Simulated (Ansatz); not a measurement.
**A hypothetical structure for Sc2TiTl2InRh2**

This structure for Sc2TiTl2InRh2 is made up. Its elements were placed in a known structure type with a cell scaled to their sizes. What cell does the guess relax to, and how far off was it?

Calculated with Ansatz 0.2.0; DFT, PBE, plane-wave PAW, files of the set soft_1, scalar-relativistic, no spin, cell and ions relaxed at zero pressure; PAW set soft_1, in the first sound run; inputs show where later runs differ.

**1. Starting point**

The structure is orthorhombic, space group Pmmm (No. 47). The conventional cell has a = 4.291 Å, b = 4.374 Å, c = 8.532 Å, α = 90.00°, β = 90.00°, γ = 90.00°. Tl has 4 Sc at 3.01 Å and 4 Rh at 3.05 Å and 4 Tl at 3.06 Å nearest. Tl has 4 Rh at 3.03 Å and 4 Sc at 3.04 Å and 4 Tl at 3.06 Å nearest. Nearest to In lie 4 Rh at 3.03 Å and 4 Ti at 3.06 Å and 4 Sc at 3.07 Å. Rh has 2 In at 3.03 Å and 4 Tl at 3.03 to 3.05 Å and 2 Ti at 3.05 Å and 4 Sc at 3.06 Å nearest. Ti has 4 Sc at 3.04 Å and 4 Rh at 3.05 Å and 4 In at 3.06 Å nearest. Nearest to Sc lie 4 Tl at 3.01 to 3.04 Å and 2 Ti at 3.04 Å and 4 Rh at 3.06 Å and 2 In at 3.07 Å. Farther neighbours are not listed.

**2. Relaxing cell and atoms**

The guessed cell has no reason to be at equilibrium. It is relaxed with the atoms, within the space group of the guess.

The input, input.yaml:

```yaml
crystal:
  lattice:
    - [4.291, 0.0, 0.0]
    - [0.0, 4.374, 0.0]
    - [0.0, 0.0, 8.532]
  atoms:
    - { symbol: Tl, position: [0.5, 0.0, 0.0] }
    - { symbol: Tl, position: [0.0, 0.5, 0.0] }
    - { symbol: In, position: [0.0, 0.5, 0.5] }
    - { symbol: Rh, position: [0.5, 0.5, 0.75] }
    - { symbol: Rh, position: [0.5, 0.5, 0.25] }
    - { symbol: Ti, position: [0.5, 0.0, 0.5] }
    - { symbol: Sc, position: [0.0, 0.0, 0.7519] }
    - { symbol: Sc, position: [0.0, 0.0, 0.2481] }
kpoints:
  mp_grid: { grid: [6, 6, 3] }
scf:
  occupations: { method: fermi_dirac, width: 0.05 }
hamiltonian:
  xc: pbe
  pseudopotentials: { kind: paw, azcp: { folder: soft_1 } }
relax:
  f_tol: 0.015
  max_steps: 70
  cell: {}
output:
  forces: true
  stress: true
```

Started as:

```console
$ ansatz run input.yaml --threads 4 --pin off --max-ram 10240MiB --backend cpu --events-out ev --progress --plain --runs-dir out
```

Numbers of over 12 decimals in the logs are rounded to 6 here.

The program printed:

```text
Engine: ansatz 0.2.0, x86_64-unknown-linux-gnu
Pseudopotentials: kind: paw
Pseudopotential: Tl, paw, valence charge 13, recommended cutoff 420 eV (normal), soft_1/Tl.paw.azcp
Pseudopotential: In, paw, valence charge 13, recommended cutoff 420 eV (normal), soft_1/In.paw.azcp
Pseudopotential: Rh, paw, valence charge 17, recommended cutoff 420 eV (normal), soft_1/Rh.paw.azcp
Pseudopotential: Ti, paw, valence charge 12, recommended cutoff 420 eV (normal), soft_1/Ti.paw.azcp
Pseudopotential: Sc, paw, valence charge 11, recommended cutoff 420 eV (normal), soft_1/Sc.paw.azcp
Functional definition: PBE
  parameter kappa = 0.804
  parameter beta = 0.066725
  exchange = pbe_x(kappa = kappa, mu = beta*pi^2/3)
  correlation = pbe_c(beta = beta)
Crystal: 8 atoms, lattice volume = 160.136 Å³
Basis set: ecut = 420 eV, 3141 PW (Γ), exchange–correlation on 60×60×120 points (8 copies of the dense FFT grid, shifted against one another)
Bands: 65, of which v1, the nominal top of the filled ones, is band 54 counted from 1 (53 counted from 0)
Symmetry: 8 space group operations
Space group: Pmmm (ITA 47), of the structure as read, at distance tolerance 5.4e-5 Å
k-points: 32 of 108
Non-local potential: Tl, projectors of the file, l = 0: 2, l = 1: 2, l = 2: 2, l = 3: 1
Non-local potential: In, projectors of the file, l = 0: 2, l = 1: 2, l = 2: 2, l = 3: 1
Non-local potential: Rh, projectors of the file, l = 0: 3, l = 1: 2, l = 2: 2, l = 3: 1
Non-local potential: Ti, projectors of the file, l = 0: 3, l = 1: 2, l = 2: 3, l = 3: 1
Non-local potential: Sc, projectors of the file, l = 0: 3, l = 1: 2, l = 2: 3, l = 3: 1
PAW form: soft (Blöchl's): semilocal exchange-correlation on the pseudo side does not see the compensation charge
PAW one-centre angular grid: Tl, 590 points (default); XC on 64 Gauss nodes
PAW one-centre angular grid: In, 590 points (default); XC on 64 Gauss nodes
PAW one-centre angular grid: Rh, 590 points (default); XC on 64 Gauss nodes
PAW one-centre angular grid: Ti, 590 points (default); XC on 64 Gauss nodes
PAW one-centre angular grid: Sc, 590 points (default); XC on 64 Gauss nodes
Initial density: superposition of atomic densities (chi_scale 0.1, normalization cell, long waves kept (reshape's long-wave potential 0.06 eV rms))
Initial wavefunctions: pseudopotential atomic-orbital guess
Functional: x = pbe(κ = 0.804, μ = 0.219515), c = pbe(β = 0.066725)
SCF iter   1: F=—  HF=-48093.516725 eV  |F-HF|=—  |Δ(HF+E_count)|=         —  Δρ=3.58e-1  dr2=4.77e2  ethr=3.10e-3  ⟨swp⟩=6.2  Hψ=6892  notcnv=0
preconditioner: auto → Kerker (q_TF=auto, 2.551 Å⁻¹)  [metal: Δε(μ)=0.010 eV  Ē_g=8.140 eV  σ=0.050 eV  W_gap=0.05  n_scr=46 (ndim 8)  ℏωp=24.0 eV  f_vac=0.000  D(μ)=9.01/eV (n_scr^D=76)]
SCF iter   2: F=—  HF=-48071.564683 eV  |F-HF|=—  |Δ(HF+E_count)|=    2.20e1  Δρ=1.01e-1  dr2=3.97e1  ethr=3.10e-3  ⟨swp⟩=3.7  Hψ=5185  notcnv=0  defer=2
SCF iter   3: F=—  HF=-48069.732304 eV  |F-HF|=—  |Δ(HF+E_count)|=    1.83e0  Δρ=2.48e-2  dr2=1.64e0  ethr=3.10e-3  ⟨swp⟩=2.8  Hψ=3260  notcnv=0  defer=7
SCF iter   4: F=—  HF=-48069.529292 eV  |F-HF|=—  |Δ(HF+E_count)|=   2.03e-1  Δρ=8.57e-3  dr2=1.25e-1  ethr=1.54e-3  ⟨swp⟩=3.2  Hψ=3248  notcnv=0  defer=11
SCF iter   5: F=—  HF=-48069.517951 eV  |F-HF|=—  |Δ(HF+E_count)|=   1.13e-2  Δρ=2.77e-3  dr2=2.00e-2  ethr=1.17e-4  ⟨swp⟩=2.0  Hψ=3008  notcnv=0  defer=41
SCF iter   6: F=—  HF=-48069.516671 eV  |F-HF|=—  |Δ(HF+E_count)|=   1.28e-3  Δρ=6.13e-4  dr2=7.44e-4  ethr=1.87e-5  ⟨swp⟩=2.0  Hψ=2899  notcnv=0  defer=43
SCF iter   7: F=—  HF=-48069.516615 eV  |F-HF|=—  |Δ(HF+E_count)|=   5.60e-5  Δρ=1.86e-4  dr2=7.75e-5  ethr=6.96e-7  ⟨swp⟩=2.0  Hψ=2645  notcnv=0  defer=43
SCF iter   8: F=—  HF=-48069.516596 eV  |F-HF|=—  |Δ(HF+E_count)|=   1.86e-5  Δρ=6.13e-5  dr2=7.59e-6  ethr=7.24e-8  ⟨swp⟩=2.0  Hψ=2609  notcnv=0  defer=43
SCF iter   9: F=—  HF=-48069.516596 eV  |F-HF|=—  |Δ(HF+E_count)|=   6.90e-7  Δρ=1.91e-5  dr2=5.43e-7  ethr=7.09e-9  ⟨swp⟩=2.0  Hψ=2647  notcnv=0  defer=43
SCF iter  10: F=-48069.516596 eV  HF=-48069.516596 eV  |F-HF|=1.89e-8  |Δ(HF+E_count)|=   7.59e-8  Δρ=3.78e-6  dr2=3.46e-8  ethr=9.35e-11  ⟨swp⟩=4.1  Hψ=6416  notcnv=0
SCF 1 converged in 10 iterations: F = -48069.516596 eV  dr2 = 3.46e-8
  greatest PAW one-centre occupation: 1.000 electrons in one spin orbital (limit 2), on the Rh atom at site 4 (counted from 0), in its partial waves of l = 0
relax step   1: F+E_penalty+E_count = -48069.51659560 eV  Δ(F+E_penalty+E_count) = +0.000e0 eV  max|allowed force component| = 9.630e-1 eV/Å  Δτ_max = 0.0000 Å  P = -2.953 GPa  Ω = 160.136 Å³  (10 SCF iters, dr2 threshold 1.00e-7 eV, accepted)
Crystal: 8 atoms, lattice volume = 152.239 Å³
Basis set: ecut = 420 eV, 2961 PW (Γ), exchange–correlation on 60×60×120 points (8 copies of the dense FFT grid, shifted against one another)
Initial density: handed on by an earlier stage of this run
Initial wavefunctions: those handed on with the density
iter 1 solved again at ethr=3.07e-3 eV; its pass at ethr=3.10e-3 eV (dr2=3.29e0 eV) is discarded
SCF iter   1: F=—  HF=-48070.207926 eV  |F-HF|=—  |Δ(HF+E_count)|=         —  Δρ=3.39e-2  dr2=3.28e0  ethr=3.07e-3  ⟨swp⟩=1.1  Hψ=9466  notcnv=0
preconditioner: auto → Kerker (q_TF=auto, 2.573 Å⁻¹)  [metal: Δε(μ)=0.006 eV  Ē_g=8.569 eV  σ=0.050 eV  W_gap=0.03  n_scr=46 (ndim 8)  ℏωp=24.6 eV  f_vac=0.000  D(μ)=9.35/eV (n_scr^D=96)]
SCF iter   2: F=—  HF=-48069.978953 eV  |F-HF|=—  |Δ(HF+E_count)|=   2.29e-1  Δρ=1.61e-2  dr2=8.21e-1  ethr=3.07e-3  ⟨swp⟩=1.6  Hψ=2135  notcnv=0
SCF iter   3: F=—  HF=-48069.908814 eV  |F-HF|=—  |Δ(HF+E_count)|=   7.01e-2  Δρ=2.66e-3  dr2=2.05e-2  ethr=7.67e-4  ⟨swp⟩=2.1  Hψ=2754  notcnv=0  defer=1
SCF iter   4: F=—  HF=-48069.908719 eV  |F-HF|=—  |Δ(HF+E_count)|=   9.51e-5  Δρ=6.29e-4  dr2=1.32e-3  ethr=1.92e-5  ⟨swp⟩=2.0  Hψ=2647  notcnv=0  defer=1
SCF iter   5: F=—  HF=-48069.908645 eV  |F-HF|=—  |Δ(HF+E_count)|=   7.44e-5  Δρ=2.06e-4  dr2=1.43e-4  ethr=1.23e-6  ⟨swp⟩=2.0  Hψ=2539  notcnv=0  defer=1
SCF iter   6: F=—  HF=-48069.908567 eV  |F-HF|=—  |Δ(HF+E_count)|=   7.77e-5  Δρ=7.45e-5  dr2=2.01e-5  ethr=1.34e-7  ⟨swp⟩=2.0  Hψ=2591  notcnv=0  defer=1
SCF iter   7: F=—  HF=-48069.908565 eV  |F-HF|=—  |Δ(HF+E_count)|=   1.87e-6  Δρ=2.05e-5  dr2=1.65e-6  ethr=1.88e-8  ⟨swp⟩=1.8  Hψ=2119  notcnv=0  defer=1
SCF iter   8: F=-48069.908565 eV  HF=-48069.908565 eV  |F-HF|=3.56e-8  |Δ(HF+E_count)|=   1.74e-7  Δρ=6.80e-6  dr2=6.99e-8  ethr=7.48e-10  ⟨swp⟩=4.1  Hψ=6161  notcnv=0
SCF 2 converged in 8 iterations: F = -48069.908565 eV  dr2 = 6.99e-8
[...]
[... from here on, the SCF cycles and remarks between the steps are left out ...]
relax step   4: F+E_penalty+E_count = -48070.30275982 eV  Δ(F+E_penalty+E_count) = -1.747e-1 eV  max|allowed force component| = 1.947e-1 eV/Å  Δτ_max = 0.0802 Å  P = +1.019 GPa  Ω = 158.273 Å³  energy of the carried Pulay correction = +3.579e-4 eV  (8 SCF iters, dr2 threshold 8.00e-7 eV, accepted)
relax step   5: F+E_penalty+E_count = -48070.36865894 eV  Δ(F+E_penalty+E_count) = -6.590e-2 eV  max|allowed force component| = 1.704e-1 eV/Å  Δτ_max = 0.0430 Å  P = -0.170 GPa  Ω = 161.726 Å³  energy of the carried Pulay correction = -3.023e-4 eV  (7 SCF iters, dr2 threshold 8.00e-7 eV, accepted)
relax step   6: F+E_penalty+E_count = -48070.37720101 eV  Δ(F+E_penalty+E_count) = -8.542e-3 eV  max|allowed force component| = 9.127e-2 eV/Å  Δτ_max = 0.0502 Å  P = -0.612 GPa  Ω = 161.483 Å³  energy of the carried Pulay correction = -2.563e-4 eV  (7 SCF iters, dr2 threshold 8.00e-7 eV, accepted)
relax step   7: F+E_penalty+E_count = -48070.38032796 eV  Δ(F+E_penalty+E_count) = -3.127e-3 eV  max|allowed force component| = 1.834e-2 eV/Å  Δτ_max = 0.0120 Å  P = +0.251 GPa  Ω = 160.353 Å³  energy of the carried Pulay correction = -4.147e-5 eV  (6 SCF iters, dr2 threshold 8.00e-7 eV, accepted)
relax step   8: F+E_penalty+E_count = -48070.38072294 eV  Δ(F+E_penalty+E_count) = -3.950e-4 eV  max|allowed force component| = 1.416e-3 eV/Å  Δτ_max = 0.0019 Å  P = +0.010 GPa  Ω = 160.736 Å³  energy of the carried Pulay correction = -1.144e-4 eV  (6 SCF iters, dr2 threshold 2.77e-7 eV, accepted)
relax step   9: F+E_penalty+E_count = -48070.38423619 eV  Δ(F+E_penalty+E_count) = -3.513e-3 eV  max|allowed force component| = 1.356e-3 eV/Å  Δτ_max = 0.0000 Å  P = +0.051 GPa  Ω = 160.736 Å³  stress off target by 1.38e-1 GPa  SCF on the basis re-selected at this cell (its energy is not comparable with the rows above)  (8 SCF iters)
relax step  10: F+E_penalty+E_count = -48070.38441249 eV  Δ(F+E_penalty+E_count) = -1.763e-4 eV  max|allowed force component| = 2.449e-3 eV/Å  Δτ_max = 0.0027 Å  P = +0.017 GPa  Ω = 160.899 Å³  energy of the carried Pulay correction = -3.167e-5 eV  (6 SCF iters, dr2 threshold 4.79e-8 eV, accepted)
iter 1 solved again at ethr=2.94e-7 eV; its pass at ethr=3.10e-3 eV (dr2=3.15e-4 eV) is discarded
SCF iter   1: F=—  HF=-48070.383736 eV  |F-HF|=—  |Δ(HF+E_count)|=         —  Δρ=2.81e-4  dr2=2.64e-6  ethr=2.94e-7  ⟨swp⟩=3.0  Hψ=11690  notcnv=0
preconditioner: auto → Kerker (q_TF=auto, 2.549 Å⁻¹)  [metal: Δε(μ)=0.005 eV  Ē_g=8.619 eV  σ=0.050 eV  W_gap=0.03  n_scr=42 (ndim 8)  ℏωp=24.0 eV  f_vac=0.000  D(μ)=6.51/eV (n_scr^D=56)]
SCF iter   2: F=—  HF=-48070.384291 eV  |F-HF|=—  |Δ(HF+E_count)|=   5.55e-4  Δρ=1.43e-4  dr2=6.79e-7  ethr=2.46e-9  ⟨swp⟩=2.0  Hψ=2715  notcnv=0
SCF iter   3: F=—  HF=-48070.384435 eV  |F-HF|=—  |Δ(HF+E_count)|=   1.44e-4  Δρ=1.55e-6  dr2=2.34e-9  ethr=6.35e-10  ⟨swp⟩=1.1  Hψ=2083  notcnv=0
SCF iter   4: F=—  HF=-48070.384435 eV  |F-HF|=—  |Δ(HF+E_count)|=   6.93e-9  Δρ=3.10e-7  dr2=5.42e-10  ethr=2.18e-12  ⟨swp⟩=2.0  Hψ=3365  notcnv=0
SCF iter   5: F=—  HF=-48070.384435 eV  |F-HF|=—  |Δ(HF+E_count)|=    0.00e0  Δρ=1.11e-7  dr2=1.52e-10  ethr=1.00e-12  ⟨swp⟩=1.0  Hψ=2080  notcnv=0
iter 6 did not close the SCF: its close was put off for the readings that it lacked (scf_convergence_deferred on its scf_iter line)
SCF iter   6: F=-48070.384435 eV  HF=-48070.384435 eV  |F-HF|=7.28e-12  |Δ(HF+E_count)|=  1.46e-11  Δρ=6.74e-8  dr2=1.81e-11  ethr=1.00e-12  ⟨swp⟩=1.0  Hψ=2080  notcnv=0
iter 7 did not close the SCF: its close was put off for the readings that it lacked (scf_convergence_deferred on its scf_iter line)
SCF iter   7: F=-48070.384435 eV  HF=-48070.384435 eV  |F-HF|=0.00e0  |Δ(HF+E_count)|=    0.00e0  Δρ=1.81e-8  dr2=4.38e-13  ethr=1.00e-12  ⟨swp⟩=1.0  Hψ=2080  notcnv=0
iter 8 did not close the SCF: its close was put off for the readings that it lacked (scf_convergence_deferred on its scf_iter line)
SCF iter   8: F=-48070.384435 eV  HF=-48070.384435 eV  |F-HF|=0.00e0  |Δ(HF+E_count)|=    0.00e0  Δρ=4.29e-9  dr2=3.03e-14  ethr=1.00e-12  ⟨swp⟩=1.0  Hψ=2080  notcnv=0
iter 9 did not close the SCF: its close was put off for the readings that it lacked (scf_convergence_deferred on its scf_iter line)
SCF iter   9: F=-48070.384435 eV  HF=-48070.384435 eV  |F-HF|=1.46e-11  |Δ(HF+E_count)|=    0.00e0  Δρ=1.07e-9  dr2=2.68e-15  ethr=1.00e-12  ⟨swp⟩=1.0  Hψ=2080  notcnv=0
SCF iter  10: F=-48070.384435 eV  HF=-48070.384435 eV  |F-HF|=7.28e-12  |Δ(HF+E_count)|=  7.28e-12  Δρ=3.04e-10  dr2=1.92e-16  ethr=1.00e-12  ⟨swp⟩=1.0  Hψ=4288  notcnv=0
SCF 11 converged in 10 iterations: F = -48070.384435 eV  dr2 = 1.92e-16
relax step  11: F+E_penalty+E_count = -48070.38443479 eV  Δ(F+E_penalty+E_count) = -2.230e-5 eV  max|allowed force component| = 2.492e-3 eV/Å  Δτ_max = 0.0000 Å  P = +0.017 GPa  Ω = 160.899 Å³  stress off target by 3.86e-2 GPa  SCF on the basis re-selected at this cell (its energy is not comparable with the rows above)  (10 SCF iters)
basis re-selected at this cell: Δ(F+E_penalty+E_count) = -2.230e-5 eV, ΔP = -0.000 GPa vs the last step (what re-selecting the basis moved, of the pressure what is left beyond the Pulay correction that the steps carried, after the strain that the cell walked since its last selection, with what the two solves' SCF thresholds leave and, on support functions, any second-order correction that the steps lacked; it is no m [...]
SCF converged after 10 iterations
Free energy (F): -48070.384435 eV
Harris-Foulkes:  -48070.384435 eV  (|F-HF|=7.28e-12)
Internal energy: -48070.332971 eV  (E = F + TS)
E sigma→0 (E₀):  -48070.358703 eV
Entropy (-TS):   -0.051464 eV (-6.433 meV/atom)
Fermi energy:    13.796767 eV
--- Per-component energies (eV) ---
  E_band       = -725.433125
  E_kinetic    = 2524.442965
  E_local      = -9126.294522  (includes V_loc(G=0)·N_el)
  E_nonlocal   = 1900.644156
  E_hartree    = 3516.941524
  E_xc         = -1206.782252
  E_vxc        = -1200.176631  (∫ρ·V_xc dr)
  E_paw        = -34812.612474  (= ΣΔE_a)
  E_vpaw       = -1857.932267  (= ΣTr[D̂ρ^β])
  E_aug_tail   = 0.000125  (compensation charges beyond the density's cutoff)
  E_ewald      = -10866.672493
  E_smearing   = -0.051464  (= −TS)
  E_closure    = -0.000000  (closes the sum)
  Σ components = -48070.384435   (vs F -48070.384435, Δ=0.00e0)
--- Forces (eV/Å), atoms counted from 1 ---
  atom   1  Tl    -0.00000000     0.00000000     0.00000000
  atom   2  Tl     0.00000000     0.00000000     0.00000000
  atom   3  In     0.00000000     0.00000000     0.00000000
  atom   4  Rh     0.00000000     0.00000000     0.00249186
  atom   5  Rh    -0.00000000    -0.00000000    -0.00249186
  atom   6  Ti     0.00000000     0.00000000     0.00000000
  atom   7  Sc    -0.00000000    -0.00000000     0.00092998
  atom   8  Sc     0.00000000     0.00000000    -0.00092998
  max |Σ_I F_I| component: 4.34e-19 eV/Å
--- Stress (GPa, compression-positive) ---
        0.005190       0.000000      -0.000000
        0.000000       0.007128      -0.000000
       -0.000000      -0.000000       0.038577
  P = ⅓ Tr σ = 0.0170 GPa (0.170 kbar)
--- Relaxed structure (9 steps of the walk, 9 accepted, 2 SCFs on fresh bases) ---
  F+E_penalty+E_count = -48070.38443479 eV   max|allowed force component| = 2.492e-3 eV/Å   (the final SCF, on the basis selected at the relaxed cell)
  cell:  # Å, volume = 160.8989 Å³
    - [4.584975, 0, 0]
    - [0, 3.715836, 0]
    - [0, 0, 9.444080]
  atoms:
    - { symbol: Tl, position: [0.500000, 0, -3.145101238750145e-19] }
    - { symbol: Tl, position: [0, 0.5, -3.1451012387501483e-19] }
    - { symbol: In, position: [0, 0.5, 0.5] }
    - { symbol: Rh, position: [0.500000, 0.5, 0.703099] }
    - { symbol: Rh, position: [0.500000, 0.5, 0.296901] }
    - { symbol: Ti, position: [0.500000, 0.0, 0.5] }
    - { symbol: Sc, position: [0, 0.0, 0.745498] }
    - { symbol: Sc, position: [0, 0.0, 0.254502] }
```

Run time: 19 s. Hardware: 4 threads of AMD EPYC 9B45 (Zen 5), shared host; peak memory 0.87 GiB; 69 s of CPU time.

Relaxation path:

| step | energy less that of the first step (eV) | largest force component (eV/Å) | pressure (GPa) | volume (Å³) |
| --- | --- | --- | --- | --- |
| 1 | 0.0000 | 0.9630 | -2.95 | 160.14 |
| 2 | -0.3920 | 0.5084 | 2.66 | 152.24 |
| 3 | -0.6115 | 0.2884 | 0.32 | 157.62 |
| 4 | -0.7862 | 0.1947 | 1.02 | 158.27 |
| 5 | -0.8521 | 0.1704 | -0.17 | 161.73 |
| 6 | -0.8606 | 0.0913 | -0.61 | 161.48 |
| 7 | -0.8637 | 0.0183 | 0.25 | 160.35 |
| 8 | -0.8641 | 0.0014 | 0.01 | 160.74 |
| 9* | -0.8676 | 0.0014 | 0.05 | 160.74 |
| 10 | -0.8678 | 0.0024 | 0.02 | 160.90 |
| 11* | -0.8678 | 0.0025 | 0.02 | 160.90 |

Relaxation steps marked * repeat the geometry before them on a plane-wave basis chosen anew for their cell, so energy and pressure can jump there.

The run keeps the 8 symmetry operations that it works with, so distortions that break them were not tested.

| cell as run | before | after | change |
| --- | --- | --- | --- |
| a (Å) | 4.291 | 4.585 | +6.9 % |
| b (Å) | 4.374 | 3.716 | -15.0 % |
| c (Å) | 8.532 | 9.444 | +10.7 % |
| volume (Å³/atom) | 20.02 | 20.11 | +0.5 % |

The atoms that moved most (Å, as changes of fractional coordinates times the final cell):

| atom | dx | dy | dz | length |
| --- | --- | --- | --- | --- |
| Rh5 | 0.000 | 0.000 | 0.443 | 0.443 |
| Rh4 | 0.000 | 0.000 | -0.443 | 0.443 |
| Sc7 | 0.000 | 0.000 | -0.060 | 0.060 |
| Sc8 | 0.000 | 0.000 | 0.060 | 0.060 |

Numbers from this step:

- free energy: -48070.3844 eV
- energy at zero smearing: -48070.3587 eV
- smearing term TS: 0.05146 eV
- Fermi energy: 13.80 eV
- electrons: 107
- symmetry operations: 8
- pressure: 0.01697 GPa

Shortest distances by pair of elements, guess and relaxed (not always the same contact):

| pair | guess (Å) | relaxed (Å) |
| --- | --- | --- |
| Rh–Ti | 3.055 | 2.670 |
| Tl–Tl | 3.064 | 2.951 |
| In–Ti | 3.064 | 2.951 |
| In–Sc | 3.066 | 2.971 |
| Rh–Sc | 3.064 | 2.978 |

The relaxation ends with a largest force component of 0.0025 eV/Å and a pressure of 0.02 GPa.

[end of part 1 of 2]

[Logs are printed without paths, hosts, clocks, repeated set-up lines and the standing remarks that a program may print on its own settings, such as how far it seeks lower states.]

[Hosts, paths, dates, database ids (printed as entryN), source tags and the programs' standing remarks are cut or masked in the printed files.]
